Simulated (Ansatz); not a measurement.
# MgO2 (R-3m): phonons and vibrational spectra, part 3 of 3

How does MgO2 (R-3m) vibrate, and is this structure a minimum?

Ansatz 0.2.0; DFT PBEsol+D3(BJ), scalar-relativistic, plane waves, PAW.

So far. Step 3 (Tight relaxation): The largest force component left is 0.056 meV/Å and the pressure is -0.001 GPa, within the tolerances set. The cell now holds 9.82 Å³/atom. Step 4 (Modes at Γ): Before it was imposed, the acoustic sum rule was missed by 5.6e-4 eV/Å² and the charge sum rule by 0.0021 e. Small misses are needed for a sound result but don't prove that mesh and cutoff are converged. The lowest optical mode is real, 306 cm⁻¹. The relaxed cell has a = 3.143, c = 10.335 Å (conventional setting).

## (5) Phonons on a q mesh

Stability and thermal properties need the whole zone. Linear response on a 3×3×3 q mesh gives force constants as far as a supercell of that size would, and the tensors from the zone-centre run are typed in so that the long-range dipole term is interpolated apart.

File input.yaml:

```yaml
crystal:
  lattice:
    - [1.5715398684, 0.9073289661, 3.4449804859]
    - [-1.5715398684, 0.9073289661, 3.4449804859]
    - [0.0, -1.8146579321, 3.4449804859]
  atoms:
    - { symbol: Mg, position: [0.0, 0.0, 0.0] }
    - { symbol: O, position: [0.4291445267, 0.4291445267, 0.4291445267] }
    - { symbol: O, position: [0.5708554733, 0.5708554733, 0.5708554733] }
kpoints:
  mp_grid: { grid: [9, 9, 9] }
hamiltonian:
  xc: pbesol
  dispersion: d3bj
scf:
  occupations: { method: fixed }
output:
  eigenvalues: true
phonons:
  method: dfpt
  qmesh: [3, 3, 3]
  temperatures: { t_max: 1000, t_step: 50 }
  qpath:
    path:
      - [[0.0, 0.0, 0.0], [0.5, 0.5, 0.5], [0.78708834, 0.21291166, 0.5]]
      - [[0.5, -0.21291166, 0.21291166], [0.5, 0.0, 0.0], [0.0, 0.0, 0.0], [0.35645583, -0.35645583, 0.0]]
      - [[0.64354417, 0.0, 0.35645583], [0.5, 0.0, 0.5], [0.0, 0.0, 0.0]]
    npoints: 10
  non_analytic_term:
    high_frequency_dielectric_tensor: [[2.7993, 0.0, 0.0], [0.0, 2.7993, 0.0], [0.0, 0.0, 4.0156]]
    born_effective_charges:
      - { species: Mg, tensor: [[2.0118, 0.0, 0.0], [0.0, 2.0118, 0.0], [0.0, 0.0, 2.0624]] }
      - { species: O, tensor: [[-1.0059, 0.0, 0.0], [0.0, -1.0059, 0.0], [0.0, 0.0, -1.0312]] }
      - { species: O, tensor: [[-1.0059, 0.0, 0.0], [0.0, -1.0059, 0.0], [0.0, 0.0, -1.0312]] }
    source: "zone-centre run at this cell"
```

Command:

```sh
$ ansatz run input.yaml --threads 4 --pin off --max-ram 7168MiB --backend cpu --events-out ev --progress --plain --runs-dir out
```

Numbers of over 12 decimals in the logs are rounded to 6 here.

The program printed:

```text
Warning: phonons: the dynamical matrix that this run interpolates holds no multipole term above the dipole-dipole one, and a site of this crystal is no centre of inversion, so its interpolated transverse optical and acoustic branches and sound speeds can stay off near Gamma, and the density of states and the thermodynamics with them. What a run solves at a wave vector of phonons.qpoints, Gamma apart, where the deck admits one, is free of this, and under fd what a larger phonons.supercell samples
[...]
Crystal: 3 atoms, lattice volume = 29.473 Å³
Basis set: ecut = 420 eV, 575 PW (Γ), exchange–correlation on 54×54×54 points (8 copies of the dense FFT grid, shifted against one another)
Bands: 15, of which v1, the nominal top of the filled ones, is band 11 counted from 1 (10 counted from 0)
Symmetry: 12 space group operations
k-points: 85 of 729
[...]
SCF iter   1: F=—  HF=-3034.123689 eV  |F-HF|=—  |Δ(HF+E_count)|=         —  Δρ=1.39e-2  dr2=4.97e-2  ethr=1.77e-3  ⟨swp⟩=4.2  Hψ=6038  notcnv=0  defer=155
[...]
SCF iter   8: F=-3034.108528 eV  HF=-3034.108528 eV  |F-HF|=1.36e-12  |Δ(HF+E_count)|=  5.18e-11  Δρ=8.12e-8  dr2=8.07e-13  ethr=1.00e-12  ⟨swp⟩=7.0  Hψ=7024  notcnv=0
SCF 1 converged in 8 iterations: F = -3034.108528 eV  dr2 = 8.07e-13
[...]
DFPT response loops at q = (0, 0, 0) (fractional): preconditioner auto → none (the input reference at scf.mixing.eps_inf says where Resta's filter doesn't serve); β = 0.50; Broyden in place of MSR1
[...]
SCF converged after 8 iterations
Free energy (F): -3034.108528 eV
[...]
Internal energy: -3034.108528 eV  (E = F + TS)
E sigma→0 (E₀):  -3034.108528 eV
Fermi energy:    7.006116 eV
[...]
--- Band table (eV; the first three rows and the last of 85) ---
  k-point 0: bands = [... 7 lower, 3.4756, 3.4756, 6.1582, 6.1582, 11.7400, 12.1428, 19.4166, 21.1276]
  k-point 1: bands = [... 7 lower, 3.1093, 3.4276, 6.0604, 6.1020, 11.9486, 12.4206, 19.4381, 20.8444]
  k-point 2: bands = [... 7 lower, 2.2706, 3.3109, 5.8815, 5.9624, 11.9204, 13.5314, 19.1602, 19.7035]
  k-point 84: bands = [... 7 lower, 2.7022, 2.8836, 6.6808, 6.9663, 9.7875, 12.4523, 17.0638, 20.3097]
--- Phonons (Γ-DFPT): 4 representative perturbations + reference (Σ response iterations 14) ---
  ASR residual: 3.657e-5 → 0.000e0 eV/Å²; symmetrization residual: 6.105e-7 eV/Å²
[...]
ASR residual per site (eV/Å²): 3.66e-5 2.43e-5 2.43e-5
  Γ frequencies (cm⁻¹): 0.00 0.00 0.00 306.36 306.36 388.88 425.34 425.34 966.68
--- Phonons (arbitrary-q DFPT): 6 irreducible q on the 3×3×3 mesh ---
  q = [0.0000, 0.0000, 0.0000] (star 1, of the zone-centre solve; hermiticity 4.15e-8, symmetrization 2.29e-11): -0.00 0.00 0.00 306.36 306.36 388.88 425.34 425.34 966.68
  q = [0.0000, 0.0000, 0.3333] (star 6, 6 solved perturbations on 405 of 729 k-point pairs; hermiticity 1.70e-7, symmetrization 5.86e-13): 134.74 189.85 307.71 313.69 342.76 427.01 447.31 537.17 950.44
  q = [0.0000, 0.3333, 0.3333] (star 6, 4 solved perturbations in 2268 linear systems a pass and spin channel, the states on 729 of 729 k-point pairs; hermiticity 1.18e-7, symmetrization 2.13e-10): 159.92 198.18 325.89 345.84 377.08 406.67 433.60 496.29 931.11
[...]
sum rule: each row above includes the acoustic sum rule's correction from the zone centre's row sums; it moved no ω² by more than (0.64 cm⁻¹)²
  mesh force constants: q→R imaginary residual 0.00e0; ASR residual 3.657e-5 → 0.000e0 eV/Å²; symmetrization residual 2.656e-14 eV/Å²
  interpolated dispersion: 74 rows × 9 modes
  density of states and harmonic sums: on the 24×24×24 q-mesh, interpolated from the force constants of a 3×3×3 supercell (with the dipole–dipole term of supplied tensors)
  largest difference from the sums on the solved wave vectors: F 1.63e-2 eV, S 2.60e-5 and C_V 9.47e-6 eV/K
  zero-point energy: 0.228674 eV/cell   skipped modes (ω ≤ 0): 3   left out of the sums: 2.41e-5 of the cell's modes: C_V's classical limit lies that fraction below 3 k_B per atom; for a crystal, a wire or a layer, F and S can be off by more, and a phonons.interpolated_qmesh denser along its periods is the remedy for the sampling
```

It took 2.7 min on 4 threads of Arm Neoverse V1, shared host; peak memory 1 GiB; 11 min of CPU time.

Numbers from this step:

```
sum-rule residual before enforcement                       : 3.66e-5 eV/Å²
lowest frequency on the path                               : 0 cm⁻¹
highest frequency on the path or at a solved wavevector    : 966.7 cm⁻¹
mean frequency                                             : 409.9 cm⁻¹
Debye temperature (second moment)                          : 857 K
logarithmic mean frequency                                 : 362.4 cm⁻¹
lowest mode on the q mesh (acoustic modes at Γ apart)      : 90.12 cm⁻¹
zero-point energy per atom                                 : 76.22 meV
heat capacity at 300 K                                     : 18.18 J/(mol atoms K)
vibrational entropy at 300 K                               : 15.25 J/(mol atoms K)
edges of the widest gap between branches, on path and mesh : 596.4, 896.7 cm⁻¹
```

Frequencies (cm⁻¹) solved at each irreducible wavevector; negative means imaginary. Frequencies by wavevector, by row:

| q in reciprocal lattice units | star | mode 1 | mode 2 | mode 3 | mode 4 | mode 5 | mode 6 | mode 7 | mode 8 | mode 9 |
| --- | --- | --- | --- | --- | --- | --- | --- | --- | --- | --- |
| 0 0 0 | 1 | 0 | 0 | 0 | 306.4 | 306.4 | 388.9 | 425.3 | 425.3 | 966.7 |
| 0 0 0.3333 | 6 | 134.7 | 189.8 | 307.7 | 313.7 | 342.8 | 427 | 447.3 | 537.2 | 950.4 |
| 0 0.3333 0.3333 | 6 | 159.9 | 198.2 | 325.9 | 345.8 | 377.1 | 406.7 | 433.6 | 496.3 | 931.1 |
| 0 0.3333 -0.3333 | 6 | 230.2 | 302.2 | 325.3 | 343.3 | 387.8 | 409.5 | 459.7 | 465.5 | 931.4 |
| 0.3333 0.3333 0.3333 | 2 | 90.1 | 90.1 | 289.8 | 289.8 | 328.3 | 444.4 | 444.4 | 498.6 | 918.1 |
| 0.3333 0.3333 -0.3333 | 6 | 156.1 | 286.9 | 321.9 | 330.4 | 388.4 | 413.4 | 449.8 | 478.2 | 915.1 |

Interpolated from a 3×3×3 q mesh, with the LO-TO term (at Γ the limit along the path; where Γ stands inside the path, tables give the limit on arrival). Phonon branches along the path, in cm⁻¹:

| point | branch 1 | branch 2 | branch 3 | branch 4 | branch 5 | branch 6 | branch 7 | branch 8 | branch 9 |
| --- | --- | --- | --- | --- | --- | --- | --- | --- | --- |
| Γ | 0 | 0 | 0 | 306 | 306 | 425 | 425 | 528 | 967 |
| halfway | 84 | 84 | 253 | 293 | 293 | 438 | 438 | 513 | 937 |
| T | 86 | 86 | 290 | 290 | 441 | 443 | 451 | 451 | 897 |
| halfway | 164 | 236 | 327 | 328 | 379 | 412 | 454 | 476 | 906 |
| H2 | 239 | 300 | 316 | 334 | 400 | 419 | 456 | 458 | 925 |
| jump to H0 | 239 | 300 | 316 | 334 | 400 | 419 | 456 | 458 | 925 |
| halfway | 238 | 255 | 304 | 338 | 403 | 423 | 465 | 470 | 939 |
| L | 165 | 254 | 289 | 307 | 424 | 452 | 454 | 485 | 947 |
| halfway | 103 | 143 | 246 | 308 | 358 | 394 | 440 | 561 | 955 |
| Γ | 0 | 0 | 0 | 306 | 306 | 391 | 425 | 591 | 967 |
| halfway | 158 | 172 | 258 | 332 | 359 | 386 | 460 | 542 | 952 |
| S0 | 226 | 312 | 320 | 339 | 397 | 409 | 458 | 461 | 928 |
| jump to S2 | 226 | 312 | 320 | 339 | 397 | 409 | 458 | 461 | 928 |
| halfway | 216 | 234 | 334 | 362 | 400 | 422 | 453 | 455 | 921 |
| F | 190 | 214 | 341 | 358 | 401 | 431 | 449 | 456 | 918 |
| halfway | 126 | 162 | 263 | 334 | 367 | 405 | 434 | 519 | 944 |
| Γ | 0 | 0 | 0 | 306 | 306 | 396 | 425 | 580 | 967 |

The phonon branches as a text plot (rows in cm⁻¹; labels by their first letter):

```
    947 |****            **************************       *******
    906 |    ************                          *******
    866 |
    826 |
    785 |
    745 |
    705 |
    665 |
    624 |
    584 |                           ********                   **
    544 |**                      ***        **               **
    503 |  ***                ***             **          ***
    463 |    **********************         **************
    423 |****  ***************** ***********    *****************
    383 |     *    ********     *  **************** *********  **
    342 |    *     **********    *** **   **** *****************
    302 |*********** **********************   ******       *  ***
    262 |   *        ***   * ***   *         * **   *       *
    222 |  *       **   *****   *           * *************  *
    181 |         * **       *** ** *      * **       ******* *
    141 |        * *            **** *      **             ***
    101 | * *******                ****   **                 ***
     60 |***                         *** **                   ***
     20 |*                            ****                      *
         Γ     T       H|H     L        Γ        S|S   F        Γ
```

The phonon density of states has structure finer than the step of the table below, so its rows give means over 25 cm⁻¹, whole bins alone (the curve runs from 5 to 965 cm⁻¹). Peaks (cm⁻¹: height): 235.0: 0.0190, 335.0: 0.0346, 395.0: 0.0330, 455.0: 0.0520, 935.0: 0.0235.

Tetrahedra on a 24×24×24 mesh, mean over bins of 10 cm-1. Interpolated from a 3×3×3 q mesh. Phonon density of states against wavenumber; means over each step:

| wavenumber (cm⁻¹) | phonon density of states (1/cm⁻¹/cell) |
| --- | --- |
| 25 | 2.2e-4 |
| 50 | 8.1e-4 |
| 75 | 0.00198 |
| 100 | 0.00448 |
| 125 | 0.00624 |
| 150 | 0.00907 |
| 175 | 0.0120 |
| 200 | 0.0128 |
| 225 | 0.0174 |
| 250 | 0.0136 |
| 275 | 0.00979 |
| 300 | 0.0234 |
| 325 | 0.0302 |
| 350 | 0.0256 |
| 375 | 0.0174 |
| 400 | 0.0286 |
| 425 | 0.0248 |
| 450 | 0.0403 |
| 475 | 0.0249 |
| 500 | 0.00780 |
| 525 | 0.00449 |
| 550 | 0.00271 |
| 575 | 0.00126 |
| 600 | 1.2e-4 |
| 625 | 0 |
| 650 | 0 |
| 675 | 0 |
| 700 | 0 |
| 725 | 0 |
| 750 | 0 |
| 775 | 0 |
| 800 | 0 |
| 825 | 0 |
| 850 | 0 |
| 875 | 2.7e-5 |
| 900 | 0.00439 |
| 925 | 0.0203 |
| 950 | 0.0143 |

The partial phonon density of states has structure finer than the step of the table below, so its rows give means over 50 cm⁻¹, whole bins alone (the curve runs from -10 to 1006 cm⁻¹). Peaks (cm⁻¹: height): Mg 232.7: 0.0120, 334.9: 0.00757, 456.3: 0.0211; O 334.9: 0.0249, 398.8: 0.0245, 449.9: 0.0238, 935.4: 0.0226.

Phonopy on the run's constants, 21x21x21 mesh, Gaussian sigma 7.3 cm-1. Interpolated from a 3×3×3 q mesh. The partial phonon density of states by wavenumber; means over each step; values in 1/cm⁻¹/cell:

| wavenumber (cm⁻¹) | Mg | O |
| --- | --- | --- |
| 50 | 4.0e-4 | 5.0e-4 |
| 100 | 0.00201 | 0.00232 |
| 150 | 0.00434 | 0.00481 |
| 200 | 0.00731 | 0.00624 |
| 250 | 0.00841 | 0.00518 |
| 300 | 0.00466 | 0.0169 |
| 350 | 0.00533 | 0.0191 |
| 400 | 0.00503 | 0.0202 |
| 450 | 0.0149 | 0.0193 |
| 500 | 0.00560 | 0.00431 |
| 550 | 0.00165 | 0.00110 |
| 600 | 1.8e-4 | 1.3e-4 |
| 650 | 0 | 0 |
| 700 | 0 | 0 |
| 750 | 0 | 0 |
| 800 | 0 | 0 |
| 850 | 0 | 3.5e-7 |
| 900 | 1.8e-5 | 0.00674 |
| 950 | 8.3e-5 | 0.0131 |

Harmonic thermodynamic functions per atom, from the density of states. Interpolated from a 3×3×3 q mesh. Thermodynamic functions, by row:

| T (K) | F_vib (meV/atom) | S (J/mol-atom/K) | C_V (J/mol-atom/K) |
| --- | --- | --- | --- |
| 0 | 76.22 | 0 | 0 |
| 50 | 76.18 | 0.365 | 1.054 |
| 100 | 75.57 | 2.25 | 5.247 |
| 200 | 70 | 8.738 | 13.74 |
| 300 | 57.5 | 15.25 | 18.18 |
| 400 | 38.72 | 20.84 | 20.53 |
| 500 | 14.61 | 25.57 | 21.87 |
| 600 | -14.06 | 29.64 | 22.7 |
| 700 | -46.65 | 33.18 | 23.25 |
| 800 | -82.7 | 36.31 | 23.61 |
| 900 | -121.8 | 39.11 | 23.88 |
| 1000 | -163.7 | 41.64 | 24.07 |

Harmonic mean-square displacement, third of the trace. Interpolated from a 3×3×3 q mesh. Mean square displacements, by row:

| T (K) | Mg1 U_eq (Å²) | O2 U_eq (Å²) | O3 U_eq (Å²) |
| --- | --- | --- | --- |
| 0 | 0.00252 | 0.0031 | 0.0031 |
| 100 | 0.00303 | 0.00356 | 0.00356 |
| 300 | 0.00587 | 0.00631 | 0.00631 |
| 600 | 0.01095 | 0.01148 | 0.01148 |

Symmetry leaves 6 wavevectors to solve. The lowest mode among them, the acoustic zeros apart, lies at q = (0.333, 0.333, 0.333) and is real, 90.1 cm⁻¹.

## (6) What came out

| Property | Result |
| --- | --- |
| space group after relaxation (within 0.01 Å) | R-3m |
| volume per atom | 9.82 Å³ |
| gap on the k-mesh | 2.61 eV |
| highest optical mode at the zone centre (no LO-TO term) | 967 cm⁻¹ |
| top of the zone-centre spectrum with the field | 967 cm⁻¹ |
| lowest optical zone-centre mode | 306 cm⁻¹ |
| mean high-frequency dielectric constant | 3.20 |
| mean static dielectric constant | 6.14 |
| largest Born charge (third of the trace) | 2.03 e |
| lowest mode on the q mesh (acoustic modes at Γ apart) | 90.1 cm⁻¹ |
| highest frequency on the path or at a solved wavevector | 967 cm⁻¹ |
| zero-point energy per atom | 76.2 meV |
| heat capacity at 300 K | 18.2 J/(mol atoms K) |
| vibrational entropy at 300 K | 15.2 J/(mol atoms K) |
| Debye temperature (second moment) | 857 K |
| imaginary modes on the 3×3×3 q mesh | none |

What this shows: The structure is a minimum as far as tested: no mode is imaginary at the 6 irreducible wavevectors of the 3×3×3 mesh, and the softest away from the acoustic zeros lies at 90 cm⁻¹. Without the field, the optical modes at Γ span 306 to 967 cm⁻¹. The highest mode in this list at Γ, 966.7 cm⁻¹, is mostly motion of O (100 % of the kinetic energy). The macroscopic field leaves the top of the zone-centre spectrum where it is. Lattice motion raises the mean dielectric constant from 3.205 to 6.141. The strongest infrared line is at 425 cm⁻¹. Averaged over orientations, the strongest Raman line at 532 nm and 300 K is at 967 cm⁻¹. On the path and the mesh, the widest gap between branches runs from 596 to 897 cm⁻¹. The program warns that the interpolation holds no quadrupole term, so branches close to Γ can be off in this crystal. In the phonons the program treats the change of the C6 weights of the dispersion term with coordination only in part. These are harmonic frequencies at zero temperature: anharmonic shifts, linewidths and thermal expansion are left out.

[Logs are printed without paths, hosts, clocks, repeated set-up lines and the standing remarks that a program may print on its own settings, such as how far it seeks lower states.]

[Hosts, paths, dates, database ids (printed as entryN), source tags and the programs' standing remarks are cut or masked in the printed files.]
